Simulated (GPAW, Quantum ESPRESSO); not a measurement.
# Al K ELNES/XANES of ScAl (Pm-3m) from DFT, part 2 of 4

Do two independent programs agree on the Al K edge of ScAl (Pm-3m)? The same cell and functional are run with XSpectra and with GPAW.

Quantum ESPRESSO 7.5 and GPAW 26.7.0; core-hole supercells, plane-wave PAW LDA.

So far. Step 2 (Ground state of the crystal (Quantum ESPRESSO)): The mesh shows no gap, so the system is treated as a metal and the core electron is put at the Fermi level (neutral cell). Step 3 (Spectrum without a core hole, Al atom 2 (Quantum …): Main maxima below 24 eV (height): 1.1 eV (0.93), 6.7 eV (2.06), 10.3 eV (1.47), 12.2 eV (1.51), 15.0 eV (1.21), 21.2 eV (1.54) and 23.2 eV (1.54). A K edge sees empty p states on the absorber.

## Step 6: The atom with a core hole (Quantum ESPRESSO)

Level of this step: all-electron atom with a core hole and its PAW potential, LDA, scalar-relativistic (Quantum ESPRESSO).

The final state has one core electron fewer, so a PAW data set is made for an atom with that hole.

File Al.lda-nl-kjpaw-1sch.ld1.in:

```
&input
   title='Al', zed=13., rel=1, iswitch=3, dft='PZ',
   config='1s1 2s2 2p6 3s2 3p2 3d-1'
/
&inputp
   file_pseudopw='Al.lda-nl-kjpaw-1sch.UPF', author='',
   lpaw=.true.,
   pseudotype=3,
   lloc=2,
   which_augfun='PSQ',
   rmatch_augfun_nc=.true.,
   nlcc=.true.,
   new_core_ps=.true.,
   rcore=1.8,
   tm=.true.,
   zval=4,
   lgipaw_reconstruction=.true., use_paw_as_gipaw=.true.
/
5
3S  1  0  2.00  0.00  1.50  1.90  0.0
3S  1  0  0.00  6.00  1.50  1.90  0.0
3P  2  1  2.00  0.00  1.50  1.90  0.0
3P  2  1  0.00  3.50  1.50  1.90  0.0
3D  3  2  0.00  1.00  1.90  1.90  0.0
```

Launch:

```console
> ld1.x < Al.lda-nl-kjpaw-1sch.ld1.in > Al.lda-nl-kjpaw-1sch.ld1.out
```

The log of the run:

```text
     [... banner and references ...]
PAW data will be used for GIPAW calculation
     --------------------------- All-electron run ----------------------------

     Al
     scalar relativistic calculation

     atomic number is 13.00
     dft =PZ   lsd =0 sic =0 latt =0  beta=0.20 tr2=1.0E-14
     Exchange-correlation= PZ
                           (   1   1   0   0   0   0   0)
     mesh =1135 r(mesh) = 100.48924 a.u. xmin = -7.00 dx = 0.01250
     1 Ry =  13.60569312 eV, c = 137.03599908

     n l     nl                  e(Ry)          e(Ha)          e(eV)
     1 0     1S 1( 1.00)      -120.0221       -60.0110     -1632.9833
     2 0     2S 1( 2.00)        -9.6753        -4.8377      -131.6398
     2 1     2P 1( 6.00)        -7.0820        -3.5410       -96.3550
[...]
final scf error:  7.7E-15 reached in  27 iterations

     Etot =    -368.483799 Ry,    -184.241899 Ha,   -5013.477488 eV

     Ekin =     368.369951 Ry,     184.184976 Ha,    5011.928511 eV
     Encl =    -901.648541 Ry,    -450.824271 Ha,  -12267.553359 eV
     Eh   =     193.683317 Ry,      96.841659 Ha,    2635.195779 eV
     Exc  =     -28.888526 Ry,     -14.444263 Ha,    -393.048418 eV

     normalization and overlap integrals

     s(1S/1S) =  1.000000  <r> =   0.1179  <r2> =    0.0187  r(max) =   0.0779
     s(1S/2S) = -0.000713
     s(1S/3S) = -0.000202
     s(2S/2S) =  1.000000  <r> =   0.5898  <r2> =    0.4157  r(max) =   0.4712
     s(2S/3S) = -0.000104
     s(2P/2P) =  1.000000  <r> =   0.5405  <r2> =    0.3685  r(max) =   0.3906
     s(2P/3P) = -0.000071
     s(3S/3S) =  1.000000  <r> =   2.2119  <r2> =    5.7116  r(max) =   1.8177
     s(3P/3P) =  1.000000  <r> =   2.7694  <r2> =    9.2335  r(max) =   2.1384

[...]
final scf error:  7.7E-15 reached in  27 iterations

     Etot =    -368.483799 Ry,    -184.241899 Ha,   -5013.477488 eV

     Ekin =     368.369951 Ry,     184.184976 Ha,    5011.928511 eV
     Encl =    -901.648541 Ry,    -450.824271 Ha,  -12267.553359 eV
     Eh   =     193.683317 Ry,      96.841659 Ha,    2635.195779 eV
     Exc  =     -28.888526 Ry,     -14.444263 Ha,    -393.048418 eV

     normalization and overlap integrals

     s(1S/1S) =  1.000000  <r> =   0.1179  <r2> =    0.0187  r(max) =   0.0779
     s(1S/2S) = -0.000713
     s(1S/3S) = -0.000202
     s(2S/2S) =  1.000000  <r> =   0.5898  <r2> =    0.4157  r(max) =   0.4712
     s(2S/3S) = -0.000104
     s(2P/2P) =  1.000000  <r> =   0.5405  <r2> =    0.3685  r(max) =   0.3906
     s(2P/3P) = -0.000071
     s(3S/3S) =  1.000000  <r> =   2.2119  <r2> =    5.7116  r(max) =   1.8177
     s(3P/3P) =  1.000000  <r> =   2.7694  <r2> =    9.2335  r(max) =   2.1384

     ------------------------ End of All-electron run ------------------------

     ---------------------- Testing the pseudopotential ----------------------

     Al
     scalar relativistic calculation

     atomic number is 13.00   valence charge is  4.00
     dft = SLA  PZ   NOGX NOGC   lsd =0 sic =0 latt =0  beta=0.20 tr2=1.0E-14
     mesh =1135 r(mesh) = 100.48924 xmin = -7.00 dx = 0.01250

     n l     nl             e AE (Ry)        e PS (Ry)    De AE-PS (Ry)
     1 0     3S   1( 2.00)       -0.76511       -0.76512        0.00000
     2 1     3P   1( 2.00)       -0.31467       -0.31467        0.00000

     eps = 9.0E-16  iter =  3

     Etot =    -368.483799 Ry,    -184.241899 Ha,   -5013.477488 eV
     Etotps =   -33.854001 Ry,     -16.927001 Ha,    -460.607151 eV

     Ekin =      10.385274 Ry,       5.192637 Ha,     141.298852 eV
     Encl =     -21.201173 Ry,     -10.600586 Ha,    -288.456650 eV
     Ehrt =       5.850422 Ry,       2.925211 Ha,      79.599050 eV
     Ecxc =     -28.888525 Ry,     -14.444262 Ha,    -393.048403 eV
     (Ecc =      -0.391653 Ry,      -0.195827 Ha,      -5.328711 eV)

     ---------------------- End of pseudopotential test ----------------------
```

The job ended after 0.93 s (1 MPI rank of AMD EPYC 7R32 (Zen 2), shared host; peak memory 0.12 GiB).

Removing the core electron and adding it to the valence shell costs the free atom 1565.2 eV.

## Step 7: Supercell with XCH, Al atom 2 (Quantum ESPRESSO)

The holes are 5.8 Å apart. The excited electron is kept in the cell, where it fills the lowest empty states and screens the hole.

File scf.in:

```
&control
   calculation='scf', prefix='x', pseudo_dir='../pp', outdir='tmp', tprnfor=.true.
/
&system
   ibrav=0, nat=8, ntyp=3, nbnd=35
   ecutwfc=50, ecutrho=450
   occupations='smearing', smearing='mv', degauss=0.015
/
&electrons
   conv_thr=8.0e-08, electron_maxstep=120
   mixing_beta=0.5
/
ATOMIC_SPECIES
Sc 1.0 Sc.lda-spn-kjpaw.UPF
Al0 1.0 Al.lda-nl-kjpaw-1sch.UPF
Al 1.0 Al.lda-nl-kjpaw.UPF
CELL_PARAMETERS angstrom
  3.37034897 3.37034897 3.37034897
  -3.37034897 3.37034897 -3.37034897
  -3.37034897 -3.37034897 3.37034897
ATOMIC_POSITIONS crystal
Sc   0.50000000 0.00000000 0.00000000
Sc   0.50000000 0.50000000 0.50000000
Sc   0.00000000 0.00000000 0.50000000
Sc   0.00000000 0.50000000 0.00000000
Al0  0.00000000 0.00000000 0.00000000
Al   0.00000000 0.50000000 0.50000000
Al   0.50000000 0.00000000 0.50000000
Al   0.50000000 0.50000000 0.00000000
K_POINTS automatic
5 5 5 0 0 0
```

Launch:

```console
> OMP_NUM_THREADS=1 mpirun --oversubscribe --bind-to none -np 4 pw.x -nk 4 -in scf.in > scf.out
```

The log of the run:

```text
     [... banner and references ...]
[banner, memory and clock lines left out]
using ibrav=0 with symmetry is DISCOURAGED, use correct ibrav instead

     G-vector sticks info

     bravais-lattice index     =            0
     lattice parameter (alat)  =      11.0315  a.u.
     unit-cell volume          =    1033.4303 (a.u.)^3
     number of atoms/cell      =            8
     number of atomic types    =            3
     number of electrons       =        57.00
     number of Kohn-Sham states=           35
     kinetic-energy cutoff     =      50.0000  Ry
     charge density cutoff     =     450.0000  Ry
     scf convergence threshold =      8.0E-08
     mixing beta               =       0.5000
     number of iterations used =            8  plain     mixing
     Exchange-correlation= SLA  PZ   NOGX NOGC
                           (   1   1   0   0   0   0   0)

     celldm(1)=  11.031495  celldm(2)=   0.000000  celldm(3)=   0.000000
     celldm(4)=   0.000000  celldm(5)=   0.000000  celldm(6)=   0.000000

     crystal axes: (cart. coord. in units of alat)
               a(1) = (   0.577350   0.577350   0.577350 )
               a(2) = (  -0.577350   0.577350  -0.577350 )
               a(3) = (  -0.577350  -0.577350   0.577350 )

     reciprocal axes: (cart. coord. in units 2 pi/alat)
               b(1) = ( -0.000000  0.866025  0.866025 )
               b(2) = ( -0.866025  0.866025  0.000000 )
               b(3) = ( -0.866025 -0.000000  0.866025 )

     PseudoPot. #1 for Sc:     Pseudo is Projector augmented-wave + core cor, Zval = 11.0

     PseudoPot. #2 for Al:     Pseudo is Projector augmented-wave + core cor, Zval =  4.0

[...]
total energy              =    -761.15095574 Ry
     estimated scf accuracy    <       0.00000095 Ry

     iteration # 18     ecut=    50.00 Ry     beta= 0.50
     Davidson diagonalization with overlap
     ethr =  1.34E-09,  avg # of iterations =  5.8

     End of self-consistent calculation

          k =-0.0000 0.0000 0.0000 (  6099 PWs)   bands (ev):

   -39.4843 -39.4539 -39.4539 -39.4539 -18.4946 -18.4946 -18.4946 -18.4919
   -18.4919 -18.4919 -18.3365 -18.3365 -18.3365 -18.3055 -18.3022 -18.3022
     0.5259   3.4774   4.7425   4.7425   6.9552   6.9552   6.9552   7.6701
     7.6701   7.6701   8.6378   8.6378   8.6378   8.8058   8.8058  10.9425
    10.9556  10.9646  10.9699

     [... bands of 9 further k-points ...]

     the Fermi energy is     9.6203 ev

!    total energy              =    -761.15095607 Ry
     total all-electron energy =     -7920.743021 Ry
     estimated scf accuracy    <       0.00000007 Ry
     smearing contrib. (-TS)   =      -0.00018144 Ry
     internal energy E=F+TS    =    -761.15077463 Ry

     The total energy is F=E-TS. E is the sum of the following terms:
     one-electron contribution =    -154.19954056 Ry
     hartree contribution      =      96.10386676 Ry
     xc contribution           =     -80.20111639 Ry
     ewald contribution        =    -270.62049008 Ry
     one-center paw contrib.   =    -352.23349437 Ry

     convergence has been achieved in  18 iterations

     Forces acting on atoms (cartesian axes, Ry/au):

     atom    1 type  1   force =     0.00000000    0.00000000    0.00000000
     atom    2 type  1   force =    -0.00000000   -0.00000000    0.00000000
     atom    3 type  1   force =    -0.00000000   -0.00000000    0.00000000
[...]
atom    7 type  3   force =    -0.00000000   -0.00000000    0.00000000
     atom    8 type  3   force =    -0.00000000    0.00000000    0.00000000

     Total force =     0.000000     Total SCF correction =     0.000000

     XML data file, charge density, pseudopotentials, collected wavefunctions
```

The job ended after 34 s (4 MPI ranks; peak memory 0.29 GiB; 2.3 min of CPU time).

Energy with the hole: -107767.199 eV, cores included.

## Step 8: Spectrum with XCH, Al atom 2 (Quantum ESPRESSO)

The Lanczos recursion gives the spectrum without computing empty bands; each polarisation needs a run of its own on the full k mesh. xe0 is set between filled and empty states, and states below it are cut, here at the Fermi level, which holds the excited electron. The file of filecore holds the core orbital, taken from the hole-free data set.

File xspectra.in:

```
&input_xspectra
   calculation='xanes_dipole', edge='K'
   prefix='x', outdir='tmp', xiabs=2, xe0=9.6203
   xonly_plot=.false., x_save_file='xanes.sav'
   xniter=3000, xcheck_conv=20, xerror=0.005
   xcoordcrys=.false., xepsilon(1)=1, xepsilon(2)=0, xepsilon(3)=0
/
&plot
   xnepoint=413, xemin=-10, xemax=45, terminator=.true., cut_occ_states=.true.
   xgamma=0.4
/
&pseudos
   filecore='../Al.wfc'
/
&cut_occ
   cut_desmooth=0.1, cut_stepl=0.05, cut_stepu=0.05, cut_ierror=1e-5
/
6 6 6 0 0 0
```

Launch:

```console
> OMP_NUM_THREADS=1 mpirun --oversubscribe --bind-to none -np 4 xspectra.x -nk 4 -in xspectra.in > xspectra.out
```

The log of the run:

```text
     [... banner and references ...]
Reading input_file

     calculation: xanes_dipole

     xepsilon  [cartesian coordinates]:   1.000000   0.000000   0.000000

     xonly_plot: FALSE
        => complete calculation: Lanczos + spectrum plot

     filecore (core-wavefunction file): ../Al.wfc

     main plot parameters:
        cut_occ_states: TRUE
        gamma_mode:  constant
        -> using xgamma [eV]:  0.40
        xemin [eV]: -10.00
        xemax [eV]:  45.00
        xnepoint:  413
        xe0 [eV]:   9.620300 (energy zero read in input file)

     WARNING: variable ef_r is obsolete

                      Reading SCF save directory: x.save

     tmp/x.save/

     Exchange-correlation= PZ
                           (   1   1   0   0   0   0   0)

     G-vector sticks info

                           Getting the Fermi energy

     From SCF save directory:
        ehomo [eV]:    9.9772 (highest occupied level)
        elumo [eV]:    9.9867 (lowest occupied level)
        ef    [eV]:    9.9772

     -> ef (in eV) will be written in x_save_file

                           Energy zero of the spectrum

     -> ef will NOT be used as energy zero of the spectrum
       (because xe0 read in input file)

     G-vector sticks info

     bravais-lattice index     =            0
     lattice parameter (alat)  =      11.0315  a.u.
     unit-cell volume          =    1033.4303 (a.u.)^3
     number of atoms/cell      =            8
     number of atomic types    =            3
     number of electrons       =        57.00
     number of Kohn-Sham states=           35
     kinetic-energy cutoff     =      50.0000  Ry
     charge density cutoff     =     450.0000  Ry
     Exchange-correlation= PZ
                           (   1   1   0   0   0   0   0)

     celldm(1)=  11.031495  celldm(2)=   0.000000  celldm(3)=   0.000000
     celldm(4)=   0.000000  celldm(5)=   0.000000  celldm(6)=   0.000000

     crystal axes: (cart. coord. in units of alat)
               a(1) = (   0.577350   0.577350   0.577350 )
               a(2) = (  -0.577350   0.577350  -0.577350 )
               a(3) = (  -0.577350  -0.577350   0.577350 )

     reciprocal axes: (cart. coord. in units 2 pi/alat)
               b(1) = ( -0.000000  0.866025  0.866025 )
               b(2) = ( -0.866025  0.866025  0.000000 )
               b(3) = ( -0.866025 -0.000000  0.866025 )

     PseudoPot. #1 for Sc:     Pseudo is Projector augmented-wave + core cor, Zval = 11.0

     PseudoPot. #2 for Al:     Pseudo is Projector augmented-wave + core cor, Zval =  4.0

     PseudoPot. #3 for Al:     Pseudo is Projector augmented-wave + core cor, Zval =  3.0

     atomic species   valence    mass     pseudopotential
     Sc               11.00     1.00000     Sc( 1.00)
     Al0               4.00     1.00000     Al( 1.00)
     Al                3.00     1.00000     Al( 1.00)

     48 Sym. Ops., with inversion, found

   Cartesian axes

     site n.     atom                  positions (alat units)
         1        Sc     tau(   1) = (   0.2886751   0.2886751   0.2886751  )
         2        Sc     tau(   2) = (  -0.2886751   0.2886751   0.2886751  )
         3        Sc     tau(   3) = (  -0.2886751  -0.2886751   0.2886751  )
         4        Sc     tau(   4) = (  -0.2886751   0.2886751  -0.2886751  )
         5        Al0    tau(   5) = (   0.0000000   0.0000000   0.0000000  )
         6        Al     tau(   6) = (  -0.5773503   0.0000000   0.0000000  )
         7        Al     tau(   7) = (   0.0000000   0.0000000   0.5773503  )
         8        Al     tau(   8) = (   0.0000000   0.5773503   0.0000000  )

     number of k points=   216  Marzari-Vanderbilt smearing, width (Ry)=  0.0150

     Number of k-points >= 100: set verbosity='high' to print them.

     Dense  grid:   166279 G-vectors     FFT dimensions: (  75,  75,  75)

     Smooth grid:    49517 G-vectors     FFT dimensions: (  50,  50,  50)

     The potential is recalculated from file :
     tmp/x.save/charge-density

     Starting wfcs are   56 atomic wfcs
     Checking if some PAW data can be deallocated...

               Reading core wavefunction file for the absorbing atom

     ../Al.wfc successfully read

                              Attributing the PAW radii
                     for the absorbing atom [units: Bohr radius]

        PAW proj 1: r_paw(l= 0)= 2.85  (1.5*r_cut)
        PAW proj 2: r_paw(l= 0)= 2.85  (1.5*r_cut)
        PAW proj 3: r_paw(l= 1)= 2.85  (1.5*r_cut)
        PAW proj 4: r_paw(l= 1)= 2.85  (1.5*r_cut)

        NB: The calculation will not necessary use all these r_paw values.
            - For a edge in the electric-dipole approximation,
              only the r_paw(l=1) values are used.
            - For a K edge in the electric-quadrupole approximation,
              only the r_paw(l=2) values are used.

            - For a L2 or L3 edge in the electric-quadrupole approximation,

              all projectors (s, p and d) are used.

                          Starting XANES calculation
                     in the electric dipole approximation

     Method of calculation based on the Lanczos recursion algorithm
        - STEP 1: Construction of a kpoint-dependent Lanczos basis,
          in which the Hamiltonian is tridiagonal (each 'iter'
          corresponds to the calculation of one more Lanczos vector)
        - STEP 2: Calculation of the cross-section as a continued fraction
          averaged over the k-points.

     ... Begin STEP 1 ...

        Radial transition matrix element(s) used in the calculation of the
        initial vector of the Lanczos basis (|tilde{phi}_abs> normalized)
        | For PAW proj. (l=1) #1: radial matrix element =   0.026636768
        | For PAW proj. (l=1) #2: radial matrix element =   0.041269511

NB: the    54 k-point are not all listed below because npool=  4
        |-------------------------------------------------------------
        ! k-point #     1:  (-0.0000,  0.0000,  0.0000),  0.0093,   1
        |-------------------------------------------------------------
 okvan= T
        |   Norm of the initial Lanczos vector: 0.27072752E-01
        |   Estimated error at iter     20:   1.00688286
        |   Estimated error at iter     40:   0.77458631
        |   Estimated error at iter     60:   0.53137940
        |   Estimated error at iter     80:   0.33742389
        !   => CONVERGED at iter    100 with error=  0.00146268
        |-------------------------------------------------------------
        ! k-point #     2:  (-0.1443, -0.0000,  0.1443),  0.0093,   1
        |-------------------------------------------------------------
 okvan= T
        |   Norm of the initial Lanczos vector: 0.27073704E-01
        |   Estimated error at iter     20:   1.00699161
[...]
!   => CONVERGED at iter    500 with error=  0.00453963
        |-------------------------------------------------------------
     [... 51 further k-points ...]
        ! k-point #    54:  (-1.0104,  0.4330,  0.8660),  0.0093,   1
        |-------------------------------------------------------------
 okvan= T
        |   Norm of the initial Lanczos vector: 0.27073454E-01
[...]
|   Estimated error at iter    380:   0.01894782
        |   Estimated error at iter    400:   0.00745377
        |   Estimated error at iter    420:   0.01010929
        !   => CONVERGED at iter    440 with error=  0.00470190

     Results of STEP 1 successfully written in x_save_file
     x_save_file name:
     ->  xanes.sav
     x_save_file version:  2

     ... End STEP 1 ...

     ... Begin STEP 2 ...

     The spectrum is calculated using the following parameters:
        xe0 [eV]:    9.6203
        the occupied states are elimintate from the spectrum
        xemin [eV]: -10.00
        xemax [eV]:  45.00
        xnepoint:  413
        constant broadening parameter [eV]:    0.400
        Core level energy [eV]:  -1559.
         (from electron binding energy of neutral atoms in X-ray data booklet)

     Cross-section successfully written in xanes.dat

     ... End STEP 2 ...

                                END JOB XSpectra
```

Wall time 1.7 min (4 MPI ranks); peak memory 0.23 GiB; 7 min of CPU time.

The Al K spectrum, Al atom 2, excited-electron core hole (neutral cell) (energy from the energy zero of the input (xe0, at the border of filled and empty states); intensity scaled to a mean of 1 over the first 20 eV; the points at xe0, where the cut of filled states can leave a spike, are interpolated):

```
E (eV)  intensity
  -2.0       0.07
  -1.0       0.13
   0.0       0.61
   1.0       0.96
   2.0       0.51
   3.0       0.93
   4.0       1.34
   5.0       1.73
   6.0       1.99
   7.0       1.02
   8.0       0.88
   9.0       1.13
  10.0       1.21
  11.0       1.12
  12.0       0.93
  13.0       0.83
  14.0       0.94
  15.0       0.70
  16.0       0.52
  17.0       0.62
  18.0       0.71
  19.0       0.98
  20.0       1.31
  21.0       1.50
  22.0       1.00
  23.0       1.11
  24.0       1.04
  25.0       1.08
  26.0       1.21
  27.0       1.13
  28.0       1.05
  29.0       1.15
  30.0       0.72
  31.0       0.78
  32.0       0.94
```

Main maxima below 24 eV (height): 0.7 eV (1.07), 5.8 eV (2.04), 9.2 eV (1.21), 10.3 eV (1.22), 20.7 eV (1.59), 22.7 eV (1.14) and 23.6 eV (1.13). 

The total-energy difference is 1563.32 eV. One term is added: -13.88 eV, since the hole is spin-paired here and a spin-polarised one costs that much less in the free atom (computed apart). The photon energy is then 1549.44 eV. The tabulated edge of the element is 1559 eV. The functional leaves an error in such absolute values: in the free atom LDA prices this hole 7.2 eV below PBE (computed apart), and PBE is itself good to a few eV.

(Continued in part 3 of 4.)

[Banner, clock and machine lines of the logs are left out without a mark of their own.]

[Logs are printed without paths, hosts, clocks, repeated set-up lines and the standing remarks that a program may print on its own settings, such as how far it seeks lower states.]

[Hosts, paths, dates, database ids (printed as entryN), source tags and the programs' standing remarks are cut or masked in the printed files.]

[Lists of maxima count a maximum above −3 eV only where it reaches 4 % of the highest in the window and stands out from its surroundings by 2 % of it (1.5 % where it reaches 55 %); shoulders and weaker maxima are passed over, and of the rest the first, up to two pre-edge ones and the few strongest are named.]
